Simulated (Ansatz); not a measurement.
# SnO2 (Cassiterite): how G0W0 depends on its starting point

How much of the starting functional survives in the G0W0 gap of SnO2 (Cassiterite)?

Calculated with Ansatz 0.2.0; G0W0 on several functionals, plane waves, PAW.

In doubt: masses and optical values from hybrid runs of this build are listed as unsure (step 4), which bears on the screening that GW takes from such a start.

## Step 1: Set-up

Symmetry: P4_2/mnm, No. 136, tetragonal system. Conventional cell: a = 4.738 Å, b = 4.738 Å, c = 3.187 Å, α = 90.00°, β = 90.00°, γ = 90.00°. Nearest to Sn lie 6 O at 2.05 to 2.06 Å. Nearest to O lie 3 Sn at 2.05 to 2.06 Å. Farther neighbours and most contacts between anions are not listed.

The cell and positions come from the Crystallography Open Database and are kept as given unless a step says otherwise. The default PAW set here is soft_2. Its files were made with PBE.

## Step 2: G0W0 on LDA

Now the one-shot GW correction: screening in the RPA, then the self-energy of the levels asked for.

This step: G0W0 on LDA, plane waves, PAW.

Input file input.yaml:

```yaml
crystal:
  lattice:
    - [4.738, 0.0, 0.0]
    - [0.0, 4.738, 0.0]
    - [0.0, 0.0, 3.1865]
  atoms:
    - { symbol: Sn, position: [0.0, 0.0, 0.0] }
    - { symbol: Sn, position: [0.5, 0.5, 0.5] }
    - { symbol: O, position: [0.3071, 0.3071, 0.0] }
    - { symbol: O, position: [0.1929, 0.8071, 0.5] }
    - { symbol: O, position: [0.6929, 0.6929, 0.0] }
    - { symbol: O, position: [0.8071, 0.1929, 0.5] }
kpoints:
  mp_grid: { grid: [4, 4, 4] }
hamiltonian:
  xc: lda
scf:
  occupations: { method: fixed }
gw:
  n_empty_bands: 459
  ecut_chi: 200.0
  qp_bands: [v2, c2]
  qp_kpoints: band_edges
  screening: { model: contour_deformation }
```

Run with:

```
$ ansatz run input.yaml --threads 3 --pin off --max-ram 64512MiB --backend cuda --events-out ev --progress --plain --runs-dir out --devices 1 --max-vram 24GiB  # rebuilt from the run's record
```

Numbers of over 12 decimals in the logs are rounded to 6 here.

What it wrote:

```text
GPUs: using 1 of 1 available (devices: 1).
Engine: ansatz 0.2.0, x86_64-unknown-linux-gnu
Pseudopotentials: kind: paw
Pseudopotential: Sn, paw, valence charge 14, recommended cutoff 420 eV (normal), Sn.paw.azcp
Pseudopotential: O, paw, valence charge 6, recommended cutoff 420 eV (normal), O.paw.azcp
Functional definition: SPW92
  exchange = slater_x
  correlation = pw_c
device memory: the entry about to start is reckoned to put 0.8 GiB on a device that reports 69.2 GiB free (of which the cap on the GPU budget leaves the run 24.0 GiB)
GPU FFT provider: cuFFT
GPU libraries: cuBLAS 13.8.1, cuFFT 12.4.0, cuSOLVER 12.3.2
Crystal: 6 atoms, lattice volume = 71.533 Å³
Basis set: ecut = 420 eV, 1411 PW (Γ)
Bands: 32, of which v1, the nominal top of the filled ones, is band 26 counted from 1 (25 counted from 0)
Symmetry: 16 space group operations
Space group: P42/mnm (ITA 136), of the structure as read, at distance tolerance 4.2e-5 Å
k-points: 18 of 64
Non-local potential: Sn, projectors of the file, l = 0: 2, l = 1: 2, l = 2: 2, l = 3: 2
Non-local potential: O, projectors of the file, l = 0: 2, l = 1: 2, l = 2: 1
PAW form: soft (Blöchl's): semilocal exchange-correlation on the pseudo side does not see the compensation charge
PAW frozen core: Sn, regenerated for the run's functional, and the local potential with it (the file was generated under x = pbe(κ = 0.804, μ = 0.219515), c = pbe(β = 0.066725))
PAW frozen core: O, regenerated for the run's functional, and the local potential with it (the file was generated under x = pbe(κ = 0.804, μ = 0.219515), c = pbe(β = 0.066725))
PAW one-centre angular grid: Sn, 590 points (default); XC on 64 Gauss nodes
PAW one-centre angular grid: O, 110 points (default); XC on 64 Gauss nodes
Initial density: superposition of atomic densities (neutral atoms: chi_scale 0, normalization atom), corrected by the library's trained network
Initial wavefunctions: pseudopotential atomic-orbital guess
GPU buffer pool allocated for 24576 grid points (all kernels)
GPU transforms: local potential and band sums: pruned to the plane-wave sphere, on 32×32×24
Functional: x = slater, c = lda
SCF iter   1: F=—  HF=-13980.411372 eV  |F-HF|=—  |Δ(HF+E_count)|=         —  Δρ=1.87e-2  dr2=2.08e-1  ethr=1.77e-3  ⟨swp⟩=4.0  Hψ=2233  notcnv=0  defer=70
preconditioner: auto → Resta (q_TF=auto, 2.587 Å⁻¹)  ε∞=3.7  [insulator: Δε(μ)=0.964 eV  Ē_g=19.410 eV  n_scr=18 (ndim 8)  ℏωp=31.7 eV  f_vac=0.027  ε∞_Penn≈3.7]
SCF iter   2: F=—  HF=-13980.351244 eV  |F-HF|=—  |Δ(HF+E_count)|=   6.01e-2  Δρ=4.87e-3  dr2=6.69e-3  ethr=4.00e-4  ⟨swp⟩=2.2  Hψ=933  notcnv=0  defer=72
SCF iter   3: F=—  HF=-13980.348897 eV  |F-HF|=—  |Δ(HF+E_count)|=   2.35e-3  Δρ=2.11e-3  dr2=1.67e-3  ethr=1.29e-5  ⟨swp⟩=2.0  Hψ=1030  notcnv=0  defer=72
SCF iter   4: F=—  HF=-13980.348345 eV  |F-HF|=—  |Δ(HF+E_count)|=   5.52e-4  Δρ=3.67e-4  dr2=7.00e-5  ethr=3.22e-6  ⟨swp⟩=3.0  Hψ=984  notcnv=0  defer=59
SCF iter   5: F=—  HF=-13980.348339 eV  |F-HF|=—  |Δ(HF+E_count)|=   5.25e-6  Δρ=7.41e-5  dr2=2.92e-6  ethr=1.35e-7  ⟨swp⟩=1.6  Hψ=648  notcnv=0  defer=36
SCF iter   6: F=-13980.348340 eV  HF=-13980.348340 eV  |F-HF|=2.92e-8  |Δ(HF+E_count)|=   7.81e-7  Δρ=1.01e-5  dr2=7.23e-8  ethr=1.92e-10  ⟨swp⟩=7.3  Hψ=2479  notcnv=0
SCF 1 converged in 6 iterations: F = -13980.348340 eV  dr2 = 7.23e-8
  greatest PAW one-centre occupation: 0.998 electrons in one spin orbital (limit 2), on the Sn atom at site 1 (counted from 0), in its partial waves of l = 2
device memory: the entry about to start is reckoned to put 0.9 GiB (of the 1.0 GiB reckoned in all, the device holds 0.1 GiB already) on a device that reports 68.8 GiB free (of which the cap on the GPU budget leaves the run 23.9 GiB)
NSCF: frozen V_eff on 18 k-points, pencils in batches of 32, up to order 128
the band table was solved once the SCF had ended and its energy, with any forces and stress, was formed, with the checks that follow a solve (2287 applications of the Hamiltonian). They found nothing against the state; the energy, forces and stress were not computed again (output.eigenvalues in the input reference)
device memory: the entry about to start is reckoned to put 4.4 GiB on a device that reports 68.7 GiB free (of which the cap on the GPU budget leaves the run 24.0 GiB)
NSCF: frozen V_eff on 18 k-points
G₀W₀ screening: q 1/18
[... further progress lines ...]
SCF converged after 6 iterations
Free energy (F): -13980.348340 eV
Harris-Foulkes:  -13980.348340 eV  (|F-HF|=2.92e-8)
Internal energy: -13980.348340 eV  (E = F + TS)
E sigma→0 (E₀):  -13980.348340 eV
Fermi energy:    9.161780 eV
--- Per-component energies (eV) ---
  E_band       = -131.367547
  E_kinetic    = 1081.137790
  E_local      = -2868.035998  (includes V_loc(G=0)·N_el)
  E_nonlocal   = 150.994027
  E_hartree    = 1481.772345
  E_xc         = -1041.935875
  E_vxc        = -564.346005  (∫ρ·V_xc dr)
  E_paw        = -8602.676522  (= ΣΔE_a)
  E_vpaw       = -894.688850  (= ΣTr[D̂ρ^β])
  E_aug_tail   = 0.010189  (compensation charges beyond the density's cutoff)
  E_ewald      = -4182.851779
  E_core_change = 1.237482  (= ΣΔE_core)
  E_smearing   = -0.000000  (= −TS)
  E_closure    = 0.000000  (closes the sum)
  Σ components = -13980.348340   (vs F -13980.348340, Δ=0.00e0)
--- Band table (eV; the first three rows and the last of 18) ---
  k-point 0: bands = [... 22 lower, 7.9057, 8.3640, 8.3640, 9.1618, 10.2943, 15.0674, 15.2713, 15.2713, ... 2 higher]
  k-point 1: bands = [... 22 lower, 6.5965, 8.3018, 8.3018, 8.6465, 12.8666, 15.8717, 17.3581, 17.3581, ... 2 higher]
  k-point 2: bands = [... 22 lower, 7.4610, 7.4610, 7.8825, 7.8825, 15.1782, 15.1782, 18.6760, 18.6760, ... 2 higher]
  k-point 17: bands = [... 22 lower, 8.1666, 8.1666, 8.3161, 8.3161, 13.8721, 13.8721, 17.7633, 17.7633, ... 2 higher]
--- G₀W₀: contour deformation, 7 samples at zero and on the imaginary axis and 2 off it, 64 q-points, 459 empty bands' worth ---
  eigenvalues of the whole cell's RPA ε∞ on this k-mesh (on a slab, of 1 + 4πα/V) = 4.6740, 4.6740, 4.8989; static W/v taken at q = 0 is 0.209078
  bands read: the sum over 485 bands ends inside a degenerate multiplet in 12 slots, whose members it reads at an even weight; the widest, k=0: bands 485 to 486 (counted from 1) at 1/2 each
  gw.qp_kpoints: band_edges: 8 of 18 stored k-points solved, in 1 pass; an edge of the gap read off the rows below is read off those points alone
    valence top: of the k-points left out ik 1 came nearest to being solved in a further pass, in band 26 (counted from 1, as in the quasiparticle table): it holds the edge there only if its correction is more favourable than any solved in that band by at least 0.389 eV; those differ by 0.216 eV
    conduction bottom: of the k-points left out ik 1 came nearest to being solved in a further pass, in band 27 (counted from 1, as in the quasiparticle table): it holds the edge there only if its correction is more favourable than any solved in that band by at least 2.572 eV; those differ by 0.556 eV
  `?` marks the rows in doubt; gw_qp.tsv's column doubts and the gw_qp event give each row's grounds
    ik  band        ε_KS         Σx   Σc(E_QP)       V_xc       Z   E_QP_lin       E_QP  E_QP is
     0    25      8.3640   -26.3240     4.6460   -20.8766  0.7443     7.5488     7.5626  root
     0    26      9.1618   -27.0846     4.9853   -21.2248  0.7452     8.2709     8.2873  root
     0    27     10.2943   -14.7093    -3.6520   -19.1710  0.8161    11.1118    11.1040  root
     0    28     15.0674   -12.2025    -5.0047   -18.4006  0.7975    16.2887    16.2607  root
     2    25      7.8825   -26.1875     5.1769   -20.0464  0.7365     6.8926     6.9184  root
     2    26      7.8825   -26.1875     5.1769   -20.0464  0.7365     6.8926     6.9184  root
     2    27     15.1782   -14.8483    -5.0379   -21.2517  0.7802    16.5789    16.5437  root
     2    28     15.1782   -14.8483    -5.0379   -21.2517  0.7802    16.5789    16.5437  root
     3    25      8.4033   -26.4219     4.6768   -20.9320  0.7444     7.5758     7.5902  root
     3    26      8.8652   -26.5825     4.9287   -20.7690  0.7446     7.9627     7.9803  root
     3    27     11.5936   -15.8506    -3.4203   -20.1290  0.8013    12.4619    12.4517  root
     3    28     14.6514   -13.1110    -4.7441   -18.9976  0.7934    15.8263    15.7939  root ?
     6    25      8.5082   -26.4519     4.7680   -20.8335  0.7445     7.6416     7.6579  root
     6    26      8.5082   -26.4519     4.7680   -20.8335  0.7445     7.6416     7.6579  root
     6    27     13.4434   -15.0328    -4.1854   -20.2776  0.7910    14.5304    14.5028  root
     6    28     13.4434   -15.0328    -4.1854   -20.2776  0.7910    14.5304    14.5028  root
     8    25      8.4402   -27.1273     4.1493   -22.2303  0.7541     7.6819     7.6924  root
     8    26      8.4402   -27.1273     4.1493   -22.2303  0.7541     7.6819     7.6924  root
     8    27     15.4512   -14.9953    -5.1001   -21.4599  0.7761    16.8556    16.8157  root
     8    28     15.4512   -14.9953    -5.1001   -21.4599  0.7761    16.8556    16.8157  root
     9    25      8.3139   -26.4051     4.8385   -20.7071  0.7423     7.4374     7.4544  root
     9    26      8.6701   -26.4642     4.9827   -20.5761  0.7432     7.7455     7.7647  root
     9    27     12.3602   -15.7908    -3.7087   -20.4532  0.7970    13.3290    13.3139  root
     9    28     14.3831   -13.2594    -4.7141   -19.1055  0.7946    15.5511    15.5152  root ?
    13    25      8.4124   -26.5325     4.9023   -20.7431  0.7427     7.5069     7.5253  root
    13    26      8.4124   -26.5325     4.9023   -20.7431  0.7427     7.5069     7.5253  root
    13    27     14.3296   -14.7275    -4.6647   -20.6185  0.7894    15.5823    15.5560  root
    13    28     14.3296   -14.7275    -4.6647   -20.6185  0.7894    15.5823    15.5560  root
    17    25      8.3161   -26.5292     5.1819   -20.4072  0.7388     7.3538     7.3758  root
    17    26      8.3161   -26.5292     5.1819   -20.4072  0.7388     7.3538     7.3758  root
    17    27     13.8721   -13.4779    -4.5876   -19.2498  0.8052    15.0782    15.0564  root
    17    28     13.8721   -13.4779    -4.5876   -19.2498  0.8052    15.0782    15.0564  root
```

Run time: 18 s. Hardware: 1 × NVIDIA H100 80GB HBM3 (shared by 3 runs) with 3 threads of AMD EPYC 7R13 (Zen 3), shared host; peak memory 2 GiB; 31 s of CPU time.

Numbers from this step:

| Property | Result |
| --- | --- |
| bands summed | 485 |
| RPA ε∞ on this mesh (eigenvalues) | 4.674, 4.674, 4.899 |
| plane waves in the screening matrix | 471 |
| q-points in the mesh | 64 |
| G0W0 gap on the mesh | 2.817 eV |
| k of the valence top | 0, 0, 0 |
| k of the conduction bottom | 0, 0, 0 |
| starting gap on the mesh | 1.133 eV |
| Z at the valence top | 0.7452 |
| Z at the conduction bottom | 0.8161 |
| least direct G0W0 gap on the computed points | 2.817 eV |

The gap on the mesh goes from 1.13 eV to 2.82 eV, a correction of +1.68 eV. Between the two edge states, bare exchange in place of the xc potential would open the gap by 10.32 eV, and correlation takes back 8.64 eV.

## Step 3: G0W0 on PBE

One-shot GW remembers its start. Another functional's orbitals and levels show by how much.

This step: G0W0 on PBE, plane waves, PAW.

input.yaml, as its differences from that of step 2:

```diff
@@ -15,3 +15,3 @@
 hamiltonian:
-  xc: lda
+  xc: pbe
 scf:
```

What it wrote:

```text
GPUs: using 1 of 1 available (devices: 1).
[...]
GPU FFT provider: cuFFT
GPU libraries: cuBLAS 13.8.1, cuFFT 12.4.0, cuSOLVER 12.3.2
Crystal: 6 atoms, lattice volume = 71.533 Å³
Basis set: ecut = 420 eV, 1411 PW (Γ)
Bands: 32, of which v1, the nominal top of the filled ones, is band 26 counted from 1 (25 counted from 0)
[... 1 set-up line as in the run before ...]
[...]
k-points: 18 of 64
[...]
GPU buffer pool allocated for 24576 grid points (all kernels)
[...]
SCF iter   1: F=—  HF=-14317.827550 eV  |F-HF|=—  |Δ(HF+E_count)|=         —  Δρ=1.06e-3  dr2=2.11e-4  ethr=1.77e-3  ⟨swp⟩=4.0  Hψ=2235  notcnv=0  defer=72
[...]
SCF iter   6: F=-14317.829556 eV  HF=-14317.829556 eV  |F-HF|=5.45e-9  |Δ(HF+E_count)|=   1.71e-7  Δρ=3.03e-6  dr2=3.53e-9  ethr=1.62e-10  ⟨swp⟩=6.4  Hψ=2419  notcnv=0
SCF 1 converged in 6 iterations: F = -14317.829556 eV  dr2 = 3.53e-9
[...]
NSCF: frozen V_eff on 18 k-points, pencils in batches of 32, up to order 128
[...]
NSCF: frozen V_eff on 18 k-points
G₀W₀ screening: q 1/18
[... further progress lines ...]
SCF converged after 6 iterations
Free energy (F): -14317.829556 eV
[...]
Internal energy: -14317.829556 eV  (E = F + TS)
E sigma→0 (E₀):  -14317.829556 eV
Fermi energy:    9.528859 eV
[...]
--- Band table (eV; the first three rows and the last of 18) ---
  k-point 0: bands = [... 22 lower, 8.3075, 8.7549, 8.7549, 9.5289, 10.8096, 15.6959, 15.8975, 15.8975, ... 2 higher]
  k-point 1: bands = [... 22 lower, 7.0118, 8.6906, 8.6906, 9.0286, 13.3864, 16.4846, 17.9807, 17.9807, ... 2 higher]
  k-point 2: bands = [... 22 lower, 7.8755, 7.8755, 8.2711, 8.2711, 15.7701, 15.7701, 19.3182, 19.3182, ... 2 higher]
  k-point 17: bands = [... 22 lower, 8.5599, 8.5599, 8.6943, 8.6943, 14.4679, 14.4679, 18.4248, 18.4248, ... 2 higher]
[...]
0    25      8.7549   -26.4238     4.6969   -20.7674  0.7480     7.7761     7.7955  root
     0    26      9.5289   -27.1775     5.0270   -21.1422  0.7486     8.4993     8.5205  root
     0    27     10.8096   -14.4338    -3.6123   -18.5808  0.8202    11.3468    11.3443  root
     0    28     15.6959   -12.1122    -4.8841   -17.8356  0.8005    16.5476    16.5351  root
     2    25      8.2711   -26.2875     5.2290   -19.9253  0.7401     7.1030     7.1380  root
     2    26      8.2711   -26.2875     5.2290   -19.9253  0.7401     7.1030     7.1380  root
     2    27     15.7701   -14.7508    -4.9211   -20.7659  0.7842    16.8879    16.8641  root
     2    28     15.7701   -14.7508    -4.9211   -20.7659  0.7842    16.8879    16.8641  root
[...]
17    25      8.6943   -26.6246     5.2257   -20.3046  0.7424     7.5707     7.6000  root
    17    26      8.6943   -26.6246     5.2257   -20.3046  0.7424     7.5707     7.6000  root
    17    27     14.4679   -13.3307    -4.4957   -18.6872  0.8088    15.3390    15.3286  root
    17    28     14.4679   -13.3307    -4.4957   -18.6872  0.8088    15.3390    15.3286  root
```

It took 20 s on 1 × NVIDIA H100 80GB HBM3 (shared by 3 runs) with 3 threads; peak memory 2 GiB.

Numbers from this step:

```
bands summed                                 : 485
RPA ε∞ on this mesh (eigenvalues)            : 4.441, 4.441, 4.711
plane waves in the screening matrix          : 471
q-points in the mesh                         : 64
G0W0 gap on the mesh                         : 2.824 eV
k of the valence top                         : 0, 0, 0
k of the conduction bottom                   : 0, 0, 0
starting gap on the mesh                     : 1.281 eV
Z at the valence top                         : 0.7486
Z at the conduction bottom                   : 0.8202
least direct G0W0 gap on the computed points : 2.824 eV
```

Against the run with 4×4×4 mesh, 459 empty bands, screening to 200 eV on LDA, the gap moves by +0.007 eV, while the start moved by +0.15 eV.

## Step 4: G0W0 on HSE06

This step: G0W0 on HSE06, plane waves, PAW.

input.yaml, as its differences from that of step 3:

```diff
@@ -15,3 +15,3 @@
 hamiltonian:
-  xc: pbe
+  xc: hse06
 scf:
```

What it wrote:

```text
GPUs: using 1 of 1 available (devices: 1).
[...]
davidson cushion auto → on  (no smearing: the cushion is to keep the highest requested band from converging to the state above it; pin scf.eigensolver.cushion to override)
[...]
GPU FFT provider: cuFFT
GPU libraries: cuBLAS 13.8.1, cuFFT 12.4.0, cuSOLVER 12.3.2
Crystal: 6 atoms, lattice volume = 71.533 Å³
Basis set: ecut = 420 eV, 1411 PW (Γ)
[...]
2    27     16.5791   -14.1746    -4.6453   -19.5514  0.8235    17.3147    17.3106  root
     2    28     16.5791   -14.1746    -4.6453   -19.5514  0.8235    17.3147    17.3106  root
[...]
17    25      7.2775   -26.6308     4.5732   -21.7382  0.7846     6.9571     6.9582  root
    17    26      7.2775   -26.6308     4.5732   -21.7382  0.7846     6.9571     6.9582  root
    17    27     15.0969   -12.6584    -4.3239   -17.5715  0.8434    15.6882    15.6861  root
    17    28     15.0969   -12.6584    -4.3239   -17.5715  0.8434    15.6882    15.6861  root
[key lines of the parts left out:]
Free energy (F): -14325.528815 eV
Fermi energy:    8.185129 eV
```

The job ended after 46 s (1 × NVIDIA H100 80GB HBM3 (shared by 3 runs) with 3 threads; peak memory 2.3 GiB; 60 s of CPU time).

This step gave:

- bands summed: 485
- RPA ε∞ on this mesh (eigenvalues): 3.338, 3.338, 3.706
- plane waves in the screening matrix: 471
- G0W0 gap on the mesh: 3.739 eV
- k of the valence top: 0, 0, 0
- k of the conduction bottom: 0, 0, 0
- starting gap on the mesh: 3.041 eV
- least direct G0W0 gap on the computed points: 3.739 eV

Against the run with 4×4×4 mesh, 459 empty bands, screening to 200 eV on PBE, the gap moves by +0.92 eV, while the start moved by +1.76 eV.

## Step 5: Side by side

All on the 4×4×4 mesh with 459 empty bands and screening to 200 eV. Times are wall times on 1 × NVIDIA H100 80GB HBM3 (shared by 3 runs) with 3 threads of AMD EPYC 7R13 (Zen 3), shared host, good to a factor of about two.

| start | starting gap (eV) | shift (eV) | G0W0 gap (eV) | RPA ε∞ (harmonic mean) | Z (valence, conduction) | time |
| --- | --- | --- | --- | --- | --- | --- |
| LDA | 1.13 | +1.68 | 2.82 | 4.75 | 0.75, 0.82 | 18 s |
| PBE | 1.28 | +1.54 | 2.82 | 4.53 | 0.75, 0.82 | 20 s |
| HSE06 | 3.04 | +0.70 | 3.74 | 3.45 | 0.79, 0.85 | 46 s |

How the two edges are built up, in eV (the quasiparticle level is the starting level plus Σx plus Σc less Vxc):

| run | edge | start | Σx | Σc | Vxc | Z | QP |
| --- | --- | --- | --- | --- | --- | --- | --- |
| LDA | valence top | 9.16 | -27.08 | 4.99 | -21.22 | 0.75 | 8.29 |
| LDA | conduction bottom | 10.29 | -14.71 | -3.65 | -19.17 | 0.82 | 11.10 |
| PBE | valence top | 9.53 | -27.18 | 5.03 | -21.14 | 0.75 | 8.52 |
| PBE | conduction bottom | 10.81 | -14.43 | -3.61 | -18.58 | 0.82 | 11.34 |
| HSE06 | valence top | 8.19 | -27.19 | 4.44 | -22.49 | 0.79 | 7.93 |
| HSE06 | conduction bottom | 11.23 | -13.61 | -3.68 | -17.74 | 0.85 | 11.67 |

For a hybrid start, Vxc holds its share of exact exchange.

## Step 6: What came out

```
G0W0@LDA     : 2.82 eV (start 1.13 eV)
G0W0@PBE     : 2.82 eV (start 1.28 eV)
G0W0@HSE06   : 3.74 eV (start 3.04 eV)
known limits : not at the basis limit; no spin-orbit coupling; coarse k mesh
```

**Reading.** The starting gaps span 1.91 eV and the G0W0 gaps 0.92 eV. Between LDA and HSE06, 0.92 eV of the 1.91 eV survives, 48 %. HSE06 screens less than LDA (ε∞ 3.45 against 4.75). Of the 0.92 eV by which its G0W0 gap is higher, the correlation part gives +0.51 eV, and exchange with the one-particle terms, which follow the orbitals, +0.41 eV. The smallest correction, +0.70 eV, is on HSE06, the start nearest to reproducing itself. Bands and cutoff are finite, so the gap is not at the basis limit. The miss can reach some tenths of an eV and take either sign; the mesh is an error of its own. The 4×4×4 mesh is coarse for this cell (its supercell is 13 Å along the shortest edge). The RPA ε∞ on it, from the LDA start, is 4.67 and 4.90; such meshes misread the long-range screening, most where the gap is narrow. The many-body steps are scalar-relativistic: spin-orbit coupling is not in them.

[Paths, hosts, dates, memory and timing lines, banners, echoed tables and standing remarks are left out of the program output.]

[Logs are printed without paths, hosts, clocks, repeated set-up lines and the standing remarks that a program may print on its own settings, such as how far it seeks lower states.]

[Runs of the session that timed out or met a known fault of the program may be left out.]

[Cells called generated may have been cut or substituted from an entry of the Crystallography Open Database or the Materials Project.]

[Hosts, paths, dates, database ids (printed as entryN), source tags and the programs' standing remarks are cut or masked in the printed files.]
